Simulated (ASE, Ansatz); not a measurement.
# Random bcc (W, Zr, Ta, Hf) solid solution (250 atoms): geometry optimisation

How does random bcc (W, Zr, Ta, Hf) solid solution (250 atoms) relax, and what do bonds, charges and levels look like afterwards?

Main program and level: Ansatz 0.2.0; Kohn-Sham DFT, PBE, PAW (set soft_2), plane waves.

**1. The structure**

The cell holds 250 atoms: 81 Ta, 81 Hf, 60 Zr and 28 W. Its edges and angles: a = 17.225 Å, b = 17.225 Å, c = 17.225 Å, α = 90.0°, β = 90.0°, γ = 90.0°. It derives from W and Hf, Ta and Zr. Bcc lattice (a = 3.445 Å, the mean of the end members), 5 x 5 x 5 cells, metal sites filled at random with 28 W, 60 Zr, 81 Ta, 81 Hf; not relaxed, displaced by a Gaussian of 0.02 Å.

Limits known from the start: The host structure and its lattice constant were typed by rule, without a check against the phase diagram. The electron count is odd and the run has no spin polarisation, so levels at the top are partly filled by construction. Sampling is at Γ alone, for a cell whose shortest periodic width is 17 Å. Spin–orbit coupling is left out, which matters for the levels of the heavy elements.

**2. Single point at the start**

The forces at the start show how far the geometry lies from a minimum of this functional.

The input, input.yaml:

```yaml
crystal:
  lattice:
    - [17.225, 0.0, 0.0]
    - [0.0, 17.225, 0.0]
    - [0.0, 0.0, 17.225]
  atoms:
    - { symbol: Ta, position: [0.99844, 0.99812, 0.00121] }
    - { symbol: Hf, position: [0.09987, 0.10097, 0.09886] }
    - { symbol: Ta, position: [0.00107, 0.99793, 0.19894] }
    - { symbol: Ta, position: [0.09848, 0.10258, 0.29979] }
    - { symbol: Zr, position: [0.00189, 0.00137, 0.39877] }
    - { symbol: Hf, position: [0.09936, 0.10008, 0.49993] }
    - { symbol: Ta, position: [0.99827, 0.99925, 0.59925] }
    - { symbol: Hf, position: [0.09919, 0.10191, 0.7] }
    - { symbol: Hf, position: [0.99976, 0.99958, 0.79971] }
    - { symbol: Ta, position: [0.0998, 0.09953, 0.89921] }
    - { symbol: Zr, position: [0.00031, 0.19964, 0.00148] }
    - { symbol: Hf, position: [0.09889, 0.30099, 0.09973] }
    - { symbol: Zr, position: [0.99885, 0.20093, 0.20013] }
    - { symbol: Hf, position: [0.10198, 0.29788, 0.30107] }
    - { symbol: W, position: [0.00039, 0.19843, 0.40065] }
    - { symbol: Ta, position: [0.09877, 0.30185, 0.49751] }
    - { symbol: Hf, position: [0.0021, 0.19869, 0.60081] }
    - { symbol: Hf, position: [0.10132, 0.29995, 0.69911] }
    - { symbol: Zr, position: [0.00105, 0.2002, 0.79995] }
    - { symbol: Zr, position: [0.09988, 0.29949, 0.89933] }
    - { symbol: Ta, position: [0.99928, 0.40024, 0.00127] }
    - { symbol: Ta, position: [0.1016, 0.4996, 0.10068] }
    - { symbol: W, position: [0.99992, 0.40074, 0.19949] }
    - { symbol: Hf, position: [0.10124, 0.49883, 0.29812] }
    - { symbol: Ta, position: [0.00218, 0.40168, 0.39967] }
    - { symbol: Hf, position: [0.10035, 0.49842, 0.49881] }
    - { symbol: Hf, position: [0.00125, 0.39861, 0.60043] }
    - { symbol: Hf, position: [0.0981, 0.50009, 0.7024] }
    - { symbol: Ta, position: [0.99888, 0.39976, 0.80088] }
    - { symbol: Hf, position: [0.10021, 0.49764, 0.89876] }
    - { symbol: W, position: [0.99828, 0.60052, 0.99987] }
    - { symbol: W, position: [0.10071, 0.69809, 0.10136] }
    [... 212 atom lines left out ...]
    - { symbol: Hf, position: [0.80032, 0.80013, 0.40119] }
    - { symbol: Hf, position: [0.90022, 0.9009, 0.50059] }
    - { symbol: Ta, position: [0.80084, 0.8009, 0.59919] }
    - { symbol: Zr, position: [0.90042, 0.90027, 0.69941] }
    - { symbol: Ta, position: [0.79999, 0.79991, 0.80061] }
    - { symbol: Hf, position: [0.90076, 0.90063, 0.89924] }
kpoints:
  mp_grid: { grid: [1, 1, 1] }
hamiltonian:
  xc: pbe
scf:
  occupations: { method: fermi_dirac, width: 0.1 }
output:
  forces: true
  stress: true
  populations: true
  dos:
    method: { smearing: { sigma: 0.1 } }
    de: 0.1
    projected: { site_lists: { Hf: [Hf], Ta: [Ta], W: [W], Zr: [Zr] } }
  eigenvalues: true
```

Launch:

```bash
$ ansatz run input.yaml --threads 32 --pin off --max-ram 143360MiB --backend cuda --events-out ev --progress --plain --runs-dir out
```

Numbers of over 12 decimals in the logs are rounded to 6 here.

Output:

```text
Engine: ansatz 0.2.0, aarch64-unknown-linux-gnu
Pseudopotentials: kind: paw
Pseudopotential: Ta, paw, valence charge 13, recommended cutoff 420 eV (normal), Ta.paw.azcp
Pseudopotential: Hf, paw, valence charge 26, recommended cutoff 420 eV (normal), Hf.paw.azcp
Pseudopotential: Zr, paw, valence charge 12, recommended cutoff 420 eV (normal), Zr.paw.azcp
Pseudopotential: W, paw, valence charge 14, recommended cutoff 420 eV (normal), W.paw.azcp
[... 5 lines on functional and potentials left out ...]
device memory: the entry about to start is reckoned to put 26.8 GiB on a device that reports 182.5 GiB free
GPU FFT provider: cuFFT
GPU libraries: cuBLAS 13.8.1, cuFFT 12.4.0, cuSOLVER 12.3.2
GPU matrix products: emulated (plane waves: as basis.precision tells), large ones in fixed point in workspaces of 1.00 GiB
Crystal: 250 atoms, lattice volume = 5110.668 Å³
Basis set: ecut = 420 eV, 99873 PW (Γ), exchange–correlation on 240×240×240 points (8 copies of the dense FFT grid, shifted against one another)
Bands: 2563, of which v1, the nominal top of the filled ones, is band 2136 counted from 1 (2135 counted from 0)
Symmetry: 1 space group operations
Space group: P1 (ITA 1), of the structure as read, at distance tolerance 1.7e-4 Å
k-points: 1
[... 9 lines on functional and potentials left out ...]
Initial density: superposition of atomic densities (neutral atoms: chi_scale 0, normalization atom), corrected by the library's trained network
Initial wavefunctions: pseudopotential atomic-orbital guess
GPU buffer pool allocated for 1728000 grid points (all kernels)
GPU transforms: local potential and band sums: pruned to the plane-wave sphere, on 120×120×120
Functional: x = pbe(κ = 0.804, μ = 0.219515), c = pbe(β = 0.066725)
SCF iter   1: F=—  HF=-2619701.833100 eV  |F-HF|=—  |Δ(HF+E_count)|=         —  Δρ=8.68e-3  dr2=7.93e1  ethr=1.77e-3  ⟨swp⟩=5.0  Hψ=9542  notcnv=0  defer=57
preconditioner: auto → Kerker (q_TF=auto, 2.648 Å⁻¹)  [metal: Δε(μ)=0.005 eV  Ē_g=11.092 eV  σ=0.100 eV  W_gap=0.01  n_scr=1574 (ndim 8)  ℏωp=26.6 eV  f_vac=0.000  D(μ)=500.22/eV (n_scr^D=6450)]
SCF iter   2: F=—  HF=-2619700.608183 eV  |F-HF|=—  |Δ(HF+E_count)|=    1.22e0  Δρ=4.17e-3  dr2=1.28e1  ethr=1.77e-3  ⟨swp⟩=1.0  Hψ=2948  notcnv=0  defer=62
SCF iter   3: F=—  HF=-2619700.331527 eV  |F-HF|=—  |Δ(HF+E_count)|=   2.77e-1  Δρ=9.49e-4  dr2=6.12e-2  ethr=3.01e-4  ⟨swp⟩=1.0  Hψ=2468  notcnv=0  defer=63
SCF iter   4: F=—  HF=-2619700.314525 eV  |F-HF|=—  |Δ(HF+E_count)|=   1.70e-2  Δρ=5.40e-4  dr2=1.87e-2  ethr=1.43e-6  ⟨swp⟩=3.0  Hψ=4599  notcnv=0  defer=63
SCF iter   5: F=—  HF=-2619700.301335 eV  |F-HF|=—  |Δ(HF+E_count)|=   1.32e-2  Δρ=1.43e-4  dr2=2.38e-3  ethr=4.39e-7  ⟨swp⟩=3.0  Hψ=4556  notcnv=0  defer=63
SCF iter   6: F=—  HF=-2619700.301362 eV  |F-HF|=—  |Δ(HF+E_count)|=   2.67e-5  Δρ=3.30e-5  dr2=1.11e-4  ethr=5.58e-8  ⟨swp⟩=2.0  Hψ=3028  notcnv=0  defer=63
SCF iter   7: F=—  HF=-2619700.324970 eV  |F-HF|=—  |Δ(HF+E_count)|=   2.36e-2  Δρ=1.05e-5  dr2=6.36e-6  ethr=2.60e-9  ⟨swp⟩=3.0  Hψ=4612  notcnv=0  defer=63
SCF iter   8: F=—  HF=-2619700.328716 eV  |F-HF|=—  |Δ(HF+E_count)|=   3.75e-3  Δρ=6.64e-6  dr2=3.06e-6  ethr=1.49e-10  ⟨swp⟩=3.0  Hψ=5156  notcnv=0  defer=63
SCF iter   9: F=—  HF=-2619700.328713 eV  |F-HF|=—  |Δ(HF+E_count)|=   3.35e-6  Δρ=1.76e-6  dr2=2.62e-7  ethr=7.18e-11  ⟨swp⟩=3.0  Hψ=5067  notcnv=0  defer=63
SCF iter  10: F=-2619700.328713 eV  HF=-2619700.328713 eV  |F-HF|=1.30e-8  |Δ(HF+E_count)|=   2.28e-8  Δρ=5.58e-7  dr2=1.76e-8  ethr=2.34e-12  ⟨swp⟩=13.0  Hψ=10569  notcnv=0
SCF 1 converged in 10 iterations: F = -2619700.328713 eV  dr2 = 1.76e-8
  greatest PAW one-centre occupation: 1.000 electrons in one spin orbital (limit 2), on the W atom at site 96 (counted from 0), in its partial waves of l = 0
SCF converged after 10 iterations
Free energy (F): -2619700.328713 eV
Harris-Foulkes:  -2619700.328713 eV  (|F-HF|=1.30e-8)
Internal energy: -2619684.393795 eV  (E = F + TS)
E sigma→0 (E₀):  -2619692.361254 eV
Entropy (-TS):   -15.934918 eV (-63.740 meV/atom)
Fermi energy:    17.860702 eV
--- Per-component energies (eV) ---
  E_band       = -15994.586973
  E_kinetic    = 96539.047672
  E_local      = -618324.327826  (includes V_loc(G=0)·N_el)
  E_nonlocal   = -94727.301343
  E_hartree    = 279510.711318
  E_xc         = -59118.504908
  E_vxc        = -56159.621993  (∫ρ·V_xc dr)
  E_paw        = -1658282.254095  (= ΣΔE_a)
  E_vpaw       = 97656.164703  (= ΣTr[D̂ρ^β])
  E_aug_tail   = 0.011735  (compensation charges beyond the density's cutoff)
  E_ewald      = -565281.776347
  E_smearing   = -15.934918  (= −TS)
  E_closure    = -0.000000  (closes the sum)
  Σ components = -2619700.328713   (vs F -2619700.328713, Δ=0.00e0)
--- Forces (eV/Å), atoms counted from 1 ---
[... 250 lines of forces left out ...]
  max |Σ_I F_I| component: 2.62e-5 eV/Å
--- Stress (GPa, compression-positive) ---
       -3.125867       0.027697       0.046891
        0.027697      -3.063446       0.013256
        0.046891       0.013256      -3.067065
  P = ⅓ Tr σ = -3.0855 GPa (-30.855 kbar)
--- Band table (eV) ---
[... left out ...]
--- Löwdin populations: 250 sites ---
  site symbol       q [e]
[... 250 lines, one an atom, left out ...]
  spilling = 0.004395 (of n_electrons = 4271.000000)
```

Elapsed: 8 s, on 1 × NVIDIA GB200 with 32 threads of Arm Neoverse V2, shared host; peak memory 4.5 GiB; 29 s of CPU time.

In the SCF lines HF is the Harris–Foulkes energy and dr2 the Hartree energy of the density residual, in eV; the loop may stop once dr2 is under the threshold and the program's other checks hold. Hψ counts applications of the Hamiltonian.

That memory is the host's; the program planned up to 26.8 GiB on the GPU. Forces of this run were stored rounded, and per-atom blocks of the log weren't kept.

Read from the output:

| Property | Result |
| --- | --- |
| free energy | -2619700.3287 eV |
| free energy per atom | -10478.8013 eV/atom |
| SCF cycles | 10 |
| pressure | -3.085 GPa |
| r.m.s. force component | 0.5284 eV/Å |
| longest force | 1.775 eV/Å |
| Fermi energy | 17.86 eV |
| levels partly filled by over 2 per cent | 168 |
| spilling of the projection | 0.004395 |

The r.m.s. force component of 0.53 eV/Å and the pressure of -3.1 GPa set the starting point.

Length of the force by element:

```
element  coordination  atoms  mean length of the force (eV/Å)  spread   least  most
     Hf           all     81                            0.842   0.354   0.160  1.77
     Ta           all     81                            0.932   0.361   0.218  1.64
      W           all     28                            0.853   0.341   0.148  1.50
     Zr           all     60                            0.729   0.302  0.0652  1.42
```

**3. Cell and atoms relaxed**

Cell and atoms are freed together, to release stress as well as forces.

input.yaml, the sections that differ from step 2:

```yaml
output:
  forces: true
relax:
  f_tol: 0.05
  max_steps: 115
  cell: {}
# crystal, kpoints, hamiltonian, scf: as in step 2
```

Output:

```text
[...]
GPU FFT provider: cuFFT
GPU libraries: cuBLAS 13.8.1, cuFFT 12.4.0, cuSOLVER 12.3.2
[...]
Crystal: 250 atoms, lattice volume = 5110.668 Å³
Basis set: ecut = 420 eV, 99873 PW (Γ), exchange–correlation on 240×240×240 points (8 copies of the dense FFT grid, shifted against one another)
Bands: 2563, of which v1, the nominal top of the filled ones, is band 2136 counted from 1 (2135 counted from 0)
Symmetry: 1 space group operations
[...]
k-points: 1
[...]
GPU buffer pool allocated for 1728000 grid points (all kernels)
[...]
SCF iter   1: F=—  HF=-2619701.833087 eV  |F-HF|=—  |Δ(HF+E_count)|=         —  Δρ=8.68e-3  dr2=7.93e1  ethr=1.77e-3  ⟨swp⟩=5.0  Hψ=9542  notcnv=0  defer=57
[...]
SCF iter  10: F=-2619700.328713 eV  HF=-2619700.328713 eV  |F-HF|=1.16e-8  |Δ(HF+E_count)|=   2.05e-8  Δρ=5.58e-7  dr2=1.76e-8  ethr=2.34e-12  ⟨swp⟩=6.0  Hψ=9438  notcnv=0
SCF 1 converged in 10 iterations: F = -2619700.328713 eV  dr2 = 1.76e-8
[...]
relax step   1: F+E_penalty+E_count = -2619700.32871259 eV  Δ(F+E_penalty+E_count) = +0.000e0 eV  max|allowed force component| = 1.549e0 eV/Å  Δτ_max = 0.0000 Å  P = -3.085 GPa  Ω = 5110.668 Å³  (10 SCF iters, dr2 threshold 1.00e-7 eV, accepted)
[... from here on, the SCF cycles and remarks between the steps are left out ...]
relax step   2: F+E_penalty+E_count = -2619712.64726396 eV  Δ(F+E_penalty+E_count) = -1.232e1 eV  max|allowed force component| = 6.432e-1 eV/Å  Δτ_max = 0.1950 Å  P = +6.751 GPa  Ω = 4804.627 Å³  energy of the carried Pulay correction = +7.985e-2 eV  (9 SCF iters, dr2 threshold 2.50e-5 eV, accepted)
relax step   3: F+E_penalty+E_count = -2619720.88266772 eV  Δ(F+E_penalty+E_count) = -8.235e0 eV  max|allowed force component| = 4.999e-1 eV/Å  Δτ_max = 0.1595 Å  P = +0.190 GPa  Ω = 5066.550 Å³  energy of the carried Pulay correction = +1.122e-2 eV  (9 SCF iters, dr2 threshold 2.50e-5 eV, accepted)
relax step   4: F+E_penalty+E_count = -2619722.58532686 eV  Δ(F+E_penalty+E_count) = -1.703e0 eV  max|allowed force component| = 4.890e-1 eV/Å  Δτ_max = 0.2000 Å  P = +0.336 GPa  Ω = 5071.528 Å³  energy of the carried Pulay correction = +9.945e-3 eV  (7 SCF iters, dr2 threshold 1.56e-5 eV, accepted)
relax step   5: F+E_penalty+E_count = -2619723.05169173 eV  Δ(F+E_penalty+E_count) = -4.664e-1 eV  max|allowed force component| = 2.826e-1 eV/Å  Δτ_max = 0.2000 Å  P = +0.155 GPa  Ω = 5080.298 Å³  energy of the carried Pulay correction = +7.710e-3 eV  (7 SCF iters, dr2 threshold 1.49e-5 eV, accepted)
relax step   6: F+E_penalty+E_count = -2619723.06870396 eV  Δ(F+E_penalty+E_count) = -1.701e-2 eV  max|allowed force component| = 2.188e-1 eV/Å  Δτ_max = 0.1704 Å  P = -0.025 GPa  Ω = 5085.705 Å³  energy of the carried Pulay correction = +6.334e-3 eV  (7 SCF iters, dr2 threshold 4.99e-6 eV, accepted)
relax step   7: F+E_penalty+E_count = -2619723.13975289 eV  Δ(F+E_penalty+E_count) = -7.105e-2 eV  max|allowed force component| = 1.566e-1 eV/Å  Δτ_max = 0.0875 Å  P = +0.037 GPa  Ω = 5086.718 Å³  energy of the carried Pulay correction = +6.076e-3 eV  (7 SCF iters, dr2 threshold 2.99e-6 eV, accepted)
relax step   8: F+E_penalty+E_count = -2619723.18994250 eV  Δ(F+E_penalty+E_count) = -5.019e-2 eV  max|allowed force component| = 9.557e-2 eV/Å  Δτ_max = 0.0863 Å  P = -0.001 GPa  Ω = 5084.696 Å³  energy of the carried Pulay correction = +6.591e-3 eV  (8 SCF iters, dr2 threshold 1.53e-6 eV, accepted)
relax step   9: F+E_penalty+E_count = -2619723.17278469 eV  Δ(F+E_penalty+E_count) = +1.716e-2 eV  max|allowed force component| = 1.818e-1 eV/Å  Δτ_max = 0.1746 Å  P = +0.034 GPa  Ω = 5085.500 Å³  energy of the carried Pulay correction = +6.386e-3 eV  (8 SCF iters, dr2 threshold 5.71e-7 eV, rejected (line search))
relax step  10: F+E_penalty+E_count = -2619723.22620049 eV  Δ(F+E_penalty+E_count) = -3.626e-2 eV  max|allowed force component| = 3.240e-2 eV/Å  Δτ_max = 0.0601 Å  P = -0.026 GPa  Ω = 5086.591 Å³  energy of the carried Pulay correction = +6.109e-3 eV  (11 SCF iters, accepted)
relax step  11: F+E_penalty+E_count = -2619723.22093192 eV  Δ(F+E_penalty+E_count) = +5.269e-3 eV  max|allowed force component| = 3.239e-2 eV/Å  Δτ_max = 0.0000 Å  P = -0.026 GPa  Ω = 5086.591 Å³  stress off target by 3.17e-2 GPa  SCF on the basis re-selected at this cell (its energy is not comparable with the rows above)  (9 SCF iters)
basis re-selected at this cell: Δ(F+E_penalty+E_count) = +5.269e-3 eV, ΔP = +0.001 GPa vs the last step (what re-selecting the basis moved, of the pressure what is left beyond the Pulay correction that the steps carried, after the strain that the cell walked since its last selection, [...]
SCF converged after 9 iterations
Free energy (F): -2619723.220932 eV
[...]
Internal energy: -2619711.736584 eV  (E = F + TS)
E sigma→0 (E₀):  -2619717.478758 eV
Entropy (-TS):   -11.484348 eV (-45.937 meV/atom)
Fermi energy:    18.055094 eV
[...]
--- Forces (eV/Å), atoms counted from 1 ---
[... 250 lines of forces left out ...]
  max |Σ_I F_I| component: 3.06e-7 eV/Å
--- Stress (GPa, compression-positive) ---
       -0.028301       0.000827      -0.005130
        0.000827      -0.028497       0.001990
       -0.005130       0.001990      -0.020654
  P = ⅓ Tr σ = -0.0258 GPa (-0.258 kbar)
--- Band table (eV) ---
[... left out ...]
--- Relaxed structure (10 steps of the walk, 9 accepted, 1 SCFs on fresh bases) ---
  F+E_penalty+E_count = -2619723.22093192 eV   max|allowed force component| = 3.239e-2 eV/Å   (the final SCF, on the basis selected at the relaxed cell)
  cell:  # Å, volume = 5086.5908 Å³
    - [17.073199, -0.017990, 0.028154]
    - [-0.017990, 17.188957, 0.023952]
    - [0.028154, 0.023952, 17.332645]
  atoms:
[... 250 atom lines left out ...]
```

Run time: 49 s. Hardware: 1 × NVIDIA GB200 with 32 threads; peak memory 2.6 GiB; 2.9 min of CPU time.

That memory is the host's; the program planned up to 26.1 GiB on the GPU.

The program notes that the band table was not solved further than the SCF left it.

Step by step:

```
step  energy less that of the first step (eV)  largest force component (eV/Å)  pressure (GPa)  volume (Å³)
   1                                   0.0000                          1.5493           -3.09      5110.67
   2                                 -12.3186                          0.6432            6.75      4804.63
   3                                 -20.5540                          0.4999            0.19      5066.55
   4                                 -22.2566                          0.4890            0.34      5071.53
   5                                 -22.7230                          0.2826            0.16      5080.30
   6                                 -22.7400                          0.2188           -0.02      5085.71
   7                                 -22.8110                          0.1566            0.04      5086.72
   8                                 -22.8612                          0.0956            0.00      5084.70
   9                                 -22.8441                          0.1818            0.03      5085.50
  10                                 -22.8975                          0.0324           -0.03      5086.59
 11*                                 -22.8922                          0.0324           -0.03      5086.59
```

Relaxation steps marked * repeat the geometry before them on a plane-wave basis chosen anew for their cell, so energy and pressure can jump there. Relaxation step 9 was tried and not accepted.

```csv
cell as run,before,after,change
a (Å),17.225,17.073,-0.9 %
b (Å),17.225,17.189,-0.2 %
c (Å),17.225,17.333,+0.6 %
α (°),90.00,89.84,-0.2 %
β (°),90.00,89.81,-0.2 %
γ (°),90.00,90.12,+0.1 %
volume (Å³/atom),20.44,20.35,-0.5 %
```

The atoms that moved most (Å, as changes of fractional coordinates times the final cell):

```csv
atom,dx,dy,dz,length
Hf131,0.123,0.271,0.425,0.519
Ta29,-0.186,0.337,0.231,0.448
Zr143,0.214,-0.251,-0.290,0.439
Ta180,-0.155,0.389,0.103,0.431
Zr77,-0.040,-0.335,-0.222,0.403
Zr130,-0.203,0.088,0.326,0.394
W132,0.346,-0.044,0.168,0.387
Ta16,-0.131,-0.181,-0.297,0.372
```

The relaxation changed the energy by -91.6 meV/atom, and atoms moved by 0.21 Å r.m.s., 0.52 Å at most.

(Continued in part 2 of 2.)

[Logs are printed without paths, hosts, clocks, repeated set-up lines and the standing remarks that a program may print on its own settings, such as how far it seeks lower states.]

[Hosts, paths, dates, database ids (printed as entryN), source tags and the programs' standing remarks are cut or masked in the printed files.]
